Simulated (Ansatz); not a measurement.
# Electron scattering at the Σ11 (113) boundary in fcc Al, part 3 of 3

How much does the Σ11 (113) boundary in fcc Al reflect electrons?

Ansatz 0.2.0; Ansatz plane-wave DFT, PBE, PAW files; relaxation of a bicrystal slab with its lowest layers held; PAW set soft_1 (the session's first sound run).

So far. Step 3 (Transmission across the boundary): Over the solved energies the transmission per spin lies between 1.79 and 1.95, out of 2.63 channels of the lead on average (up to 2.69). Step 4 (Specific resistance): Averaged over the energies near the Fermi level, 71.4 % of the channels pass, which makes 0.267 fΩ m².

### 5. Single-crystal slab for reference

The free faces cost energy too. A single-crystal slab with the same faces and held layers is relaxed, so that they cancel.

This step: Ansatz plane-wave DFT, PBE, PAW files; relaxation of a single-crystal slab with its lowest layers held; PAW set soft_1 (Ansatz 0.2.0).

System of this step: Al slab, plane (1, 1, 3). The cell holds 16 atoms: 16 Al. Cell: a = 2.862 Å, b = 4.958 Å, c = 29.308 Å, α = 90.0°, β = 90.0°, γ = 73.2°. It derives from Al. Vacuum lies along c.

Contents of input.yaml:

```yaml
crystal:
  lattice:
    - [2.862347037, 0.0, 0.0]
    - [1.4311735185, 4.7466655708, 0.0]
    - [0.0, 0.0, 29.3076331625]
  atoms:
    - { symbol: Al, position: [0.090909091, 0.818181818, 0.1706040188] }
    - { symbol: Al, position: [0.8181818183, 0.3636363635, 0.2122487627] }
    - { symbol: Al, position: [0.5454545455, 0.9090909089, 0.2538935066] }
    - { symbol: Al, position: [0.2727272728, 0.4545454544, 0.2955382505] }
    - { symbol: Al, position: [1.0e-10, 0.9999999999, 0.3371829945] }
    - { symbol: Al, position: [0.7272727273, 0.5454545453, 0.3788277384] }
    - { symbol: Al, position: [0.4545454546, 0.0909090908, 0.4204724823] }
    - { symbol: Al, position: [0.1818181819, 0.6363636363, 0.4621172262] }
    - { symbol: Al, position: [0.9090909091, 0.1818181817, 0.5037619701] }
    - { symbol: Al, position: [0.6363636364, 0.7272727272, 0.545406714] }
    - { symbol: Al, position: [0.3636363637, 0.2727272727, 0.5870514579] }
    - { symbol: Al, position: [0.0909090909, 0.8181818181, 0.6286962018] }
    - { symbol: Al, position: [0.8181818182, 0.3636363636, 0.6703409457] }
    - { symbol: Al, position: [0.5454545455, 0.9090909091, 0.7119856896] }
    - { symbol: Al, position: [0.2727272727, 0.4545454545, 0.7536304335] }
    - { symbol: Al, position: [0.0, 0.0, 0.7952751774] }
kpoints:
  mp_grid: { grid: [9, 9, 1] }
hamiltonian:
  xc: pbe
  pseudopotentials: { kind: paw, azcp: { folder: soft_1 } }
scf:
  occupations: { method: fermi_dirac, width: 0.1 }
relax:
  f_tol: 0.03
  max_steps: 80
  constraints: [{ sites: [0, 1, 2] }]
```

The run is started by

```sh
$ ansatz run input.yaml --threads 4 --pin off --max-ram 15360MiB --backend cpu --events-out ev --progress --plain --runs-dir out
```

Numbers of over 12 decimals in the logs are rounded to 6 here.

The log of the run:

```text
Warning: crystal.symmetry: narrowed to the stabiliser of the relax constraints — unitary ops 4 → 2; lowered at sites 0, 1, 2, 13, 14, 15 (the operations that carried what is held of a site onto what its image site leaves free; the constrained walk keeps no symmetry that its constraints do not admit)
[...]
Crystal: 16 atoms, lattice volume = 398.191 Å³
Basis set: ecut = 420 eV, 7835 PW (Γ), exchange–correlation on 40×72×400 points (8 copies of the dense FFT grid, shifted against one another)
Bands: 40, of which v1, the nominal top of the filled ones, is band 24 counted from 1 (23 counted from 0)
Symmetry: 2 space group operations
k-points: 25 of 81 (time reversal used)
[...]
SCF iter   1: F=—  HF=-8600.105823 eV  |F-HF|=—  |Δ(HF+E_count)|=         —  Δρ=2.12e-2  dr2=2.77e1  ethr=3.10e-3  ⟨swp⟩=9.9  Hψ=6165  notcnv=0  defer=12
[...]
SCF iter   6: F=-8598.413444 eV  HF=-8598.413445 eV  |F-HF|=1.24e-6  |Δ(HF+E_count)|=   9.25e-6  Δρ=1.56e-5  dr2=2.88e-6  ethr=4.69e-8  ⟨swp⟩=5.0  Hψ=3469  notcnv=0
SCF 1 converged in 6 iterations: F = -8598.413444 eV  dr2 = 2.88e-6
[...]
relax step   1: F+E_penalty+E_count = -8598.41344411 eV  Δ(F+E_penalty+E_count) = +0.000e0 eV  max|allowed force component| = 2.582e-1 eV/Å  Δτ_max = 0.0000 Å  (6 SCF iters, dr2 threshold 2.25e-5 eV, accepted)
[...]
SCF iter   4: F=-8598.439348 eV  HF=-8598.439350 eV  |F-HF|=1.60e-6  |Δ(HF+E_count)|=   1.46e-5  Δρ=2.12e-5  dr2=4.07e-6  ethr=8.68e-9  ⟨swp⟩=4.2  Hψ=4385  notcnv=0
SCF 2 converged in 4 iterations: F = -8598.439348 eV  dr2 = 4.07e-6
relax step   2: F+E_penalty+E_count = -8598.43934819 eV  Δ(F+E_penalty+E_count) = -2.590e-2 eV  max|allowed force component| = 5.118e-2 eV/Å  Δτ_max = 0.0996 Å  (4 SCF iters, dr2 threshold 4.17e-6 eV, accepted)
SCF iter   1: F=—  HF=-8598.445005 eV  |F-HF|=—  |Δ(HF+E_count)|=         —  Δρ=1.16e-3  dr2=3.84e-2  ethr=9.33e-4  ⟨swp⟩=3.8  Hψ=2696  notcnv=0  defer=48
[...]
SCF iter   6: F=-8598.442965 eV  HF=-8598.442965 eV  |F-HF|=1.13e-8  |Δ(HF+E_count)|=   2.62e-8  Δρ=1.57e-6  dr2=2.71e-8  ethr=2.08e-10  ⟨swp⟩=5.0  Hψ=3211  notcnv=0
SCF 3 converged in 6 iterations: F = -8598.442965 eV  dr2 = 2.71e-8
relax step   3: F+E_penalty+E_count = -8598.44296501 eV  Δ(F+E_penalty+E_count) = -3.617e-3 eV  max|allowed force component| = 1.480e-2 eV/Å  Δτ_max = 0.0711 Å  (6 SCF iters, accepted)
SCF converged after 6 iterations
Free energy (F): -8598.442965 eV
[...]
Internal energy: -8598.210758 eV  (E = F + TS)
E sigma→0 (E₀):  -8598.326861 eV
Entropy (-TS):   -0.232207 eV (-14.513 meV/atom)
Fermi energy:    3.876577 eV
[...]
--- Forces (eV/Å), atoms counted from 1 ---
  atom   1  Al     0.00000000    -0.00074632     0.13713448
  atom   2  Al    -0.00000000     0.04303572    -0.26133633
  atom   3  Al     0.00000000    -0.05754585     0.13093236
  atom   4  Al     0.00000000    -0.00146953     0.00218412
  atom   5  Al    -0.00000000     0.00435226     0.00090482
  atom   6  Al     0.00000000     0.00151664    -0.00488353
  atom   7  Al    -0.00000000    -0.00343492     0.00297728
  atom   8  Al    -0.00000000     0.00642843     0.00374743
  atom   9  Al     0.00000000    -0.00493917    -0.00227258
  atom  10  Al     0.00000000     0.00570193    -0.00716064
  atom  11  Al    -0.00000000    -0.00215042     0.00552659
  atom  12  Al     0.00000000     0.00008294     0.00262058
  atom  13  Al    -0.00000000     0.00394143    -0.01244255
  atom  14  Al    -0.00000000    -0.00244710    -0.00799190
  atom  15  Al    -0.00000000     0.00355023    -0.00472253
  atom  16  Al     0.00000000     0.00411544     0.01480335
  max |Σ_I F_I| component: 2.10e-5 eV/Å
--- Relaxed structure (3 steps of the walk, 3 accepted, 0 SCFs on fresh bases) ---
  F+E_penalty+E_count = -8598.44296501 eV   max|allowed force component| = 1.480e-2 eV/Å
  atoms:
    - { symbol: Al, position: [0.090909, 0.818182, 0.170604] }
    - { symbol: Al, position: [0.81818181825, 0.363636, 0.212248762725] }
    - { symbol: Al, position: [0.54545454555, 0.909091, 0.253894] }
    - { symbol: Al, position: [0.275108, 0.449784, 0.295560] }
    - { symbol: Al, position: [0.00260418, 0.994792, 0.337066] }
    - { symbol: Al, position: [0.729222, 0.541555, 0.377680] }
    - { symbol: Al, position: [0.454901, 0.090198, 0.419897] }
    - { symbol: Al, position: [0.180619, 0.638762, 0.460203] }
    - { symbol: Al, position: [0.905863, 0.188274, 0.502509] }
    - { symbol: Al, position: [0.631790, 0.736420, 0.542618] }
    - { symbol: Al, position: [0.356736, 0.286528, 0.585328] }
    - { symbol: Al, position: [0.083819, 0.832362, 0.624952] }
    - { symbol: Al, position: [0.809949, 0.380103, 0.668227] }
    - { symbol: Al, position: [0.539871, 0.920257, 0.706952] }
    - { symbol: Al, position: [0.269450, 0.461099, 0.754007] }
    - { symbol: Al, position: [-0.000811397, 0.00162279, 0.789463] }
```

It took 17 s on 4 threads of Arm Neoverse V2, shared host; peak memory 0.83 GiB.

Step by step:

```csv
step,energy less that of the first step (eV),largest force component (eV/Å)
1,0.0000,0.2582
2,-0.0259,0.0512
3,-0.0295,0.0148
```

The atoms that moved most (Å):

```csv
atom,dx,dy,dz,length
Al16,0.000,0.008,-0.170,0.171
Al14,0.000,0.053,-0.148,0.157
Al12,0.000,0.067,-0.110,0.129
Al13,0.000,0.078,-0.062,0.100
Al10,0.000,0.043,-0.082,0.093
Al11,0.000,0.066,-0.051,0.083
Al8,0.000,0.011,-0.056,0.057
Al9,0.000,0.031,-0.037,0.048
```

Final coordinates:

```xyz
16
Lattice="2.8623 0.0000 0.0000 1.4312 4.7467 0.0000 0.0000 0.0000 29.3076" Properties=species:S:1:pos:R:3
Al    1.4312    3.8836    5.0000
Al    2.8623    1.7261    6.2205
Al    2.8623    4.3152    7.4410
Al    1.4312    2.1350    8.6622
Al    1.4312    4.7219    9.8786
Al    2.8623    2.5706   11.0689
Al    1.4312    0.4281   12.3062
Al    1.4312    3.0320   13.4875
Al    2.8623    0.8937   14.7273
Al    2.8623    3.4955   15.9029
Al    1.4312    1.3601   17.1546
Al    1.4312    3.9509   18.3159
Al    2.8623    1.8042   19.5841
Al    2.8623    4.3682   20.7191
Al    1.4312    2.1887   22.0982
Al    0.0000    0.0077   23.1373
```

This step gave:

* free energy: -8598.4430 eV
* energy at zero smearing: -8598.3269 eV
* Fermi energy: 3.877 eV

The largest force component on a free atom ends at 0.015 eV/Å, under the tolerance of 0.03, after 3 steps.

### 6. Bulk reference

The perfect crystal gives the energy per atom, for the atoms by which bicrystal and slab differ.

This step: Ansatz plane-wave DFT, PBE, PAW files; bulk reference; PAW set soft_1 (Ansatz 0.2.0).

System of this step: Al. Symmetry: Fm-3m, No. 225, cubic system. The conventional cell has a = 4.048 Å, b = 4.048 Å, c = 4.048 Å, α = 90.00°, β = 90.00°, γ = 90.00°. Nearest to Al lie 12 Al at 2.86 Å.

input.yaml, the sections that differ from step 5:

```yaml
crystal:
  lattice:
    - [0.0, 2.023985, 2.023985]
    - [2.023985, 0.0, 2.023985]
    - [2.023985, 2.023985, 0.0]
  atoms:
    - { symbol: Al, position: [0.0, 0.0, 0.0] }
kpoints:
  mp_grid: { grid: [18, 18, 18] }
# hamiltonian, scf: as in step 5
# relax: removed
```

The log of the run:

```text
[...]
Crystal: 1 atoms, lattice volume = 16.583 Å³
Basis set: ecut = 420 eV, 331 PW (Γ)
Bands: 6, of which v1, the nominal top of the filled ones, is band 2 counted from 1 (1 counted from 0)
Symmetry: 48 space group operations
[...]
k-points: 195 of 5832
[...]
SCF iter   1: F=—  HF=-537.541617 eV  |F-HF|=—  |Δ(HF+E_count)|=         —  Δρ=2.25e-2  dr2=8.96e-2  ethr=3.10e-3  ⟨swp⟩=4.3  Hψ=9770  notcnv=0
[...]
SCF iter   5: F=-537.508360 eV  HF=-537.508360 eV  |F-HF|=7.58e-11  |Δ(HF+E_count)|=   4.82e-8  Δρ=1.70e-6  dr2=2.71e-10  ethr=2.71e-9  ⟨swp⟩=1.0  Hψ=2876  notcnv=0
SCF 1 converged in 5 iterations: F = -537.508360 eV  dr2 = 2.71e-10
[...]
SCF converged after 5 iterations
Free energy (F): -537.508360 eV
[...]
Internal energy: -537.493812 eV  (E = F + TS)
E sigma→0 (E₀):  -537.501086 eV
Entropy (-TS):   -0.014548 eV (-14.548 meV/atom)
Fermi energy:    7.869441 eV
[...]
```

Elapsed: 0.28 s, on 4 threads; peak memory 0.25 GiB; 0.82 s of CPU time.

This step gave:

| Property | Result |
| --- | --- |
| free energy | -537.5084 eV |
| energy at zero smearing | -537.5011 eV |
| Fermi energy | 7.869 eV |

### 7. Boundary energy

This step: Ansatz plane-wave DFT, PBE, PAW files; bicrystal less single-crystal slab less bulk atoms, a boundary area; PAW set soft_1 (Ansatz 0.2.0).

Numbers from this step:

| Item | Value |
| --- | --- |
| excess energy of the cell | 0.1547 eV |
| boundary energy | 0.1824 J/m² |

The boundary costs 0.18 J/m².

By hand: 0.155 eV / 13.59 Å² × 16.02 = 0.182 J/m².

### 8. What came out

```json
{
 "specific resistance of the boundary": "0.267 fΩ m²",
 "share of channels that pass": "0.714",
 "boundary energy": "0.182 J/m²"
}
```

What this shows: The boundary has a specific resistance of 0.27 fΩ m² and an energy of 0.18 J/m². The boundary reflects 29 % of the channels; 0.27 fΩ m² is 2.7×10⁻¹² Ω·cm². That equals the resistance of 9.8 nm of bulk Al at 300 K (measured 2.733 µΩ cm, CRC Handbook of Chemistry and Physics, 84th ed., 2003, Electrical Resistivity of Pure Metals). One starting structure was relaxed; another shift or atom count at the boundary may lie lower.

[Logs are printed without paths, hosts, clocks, repeated set-up lines and the standing remarks that a program may print on its own settings, such as how far it seeks lower states.]

[Hosts, paths, dates, database ids (printed as entryN), source tags and the programs' standing remarks are cut or masked in the printed files.]
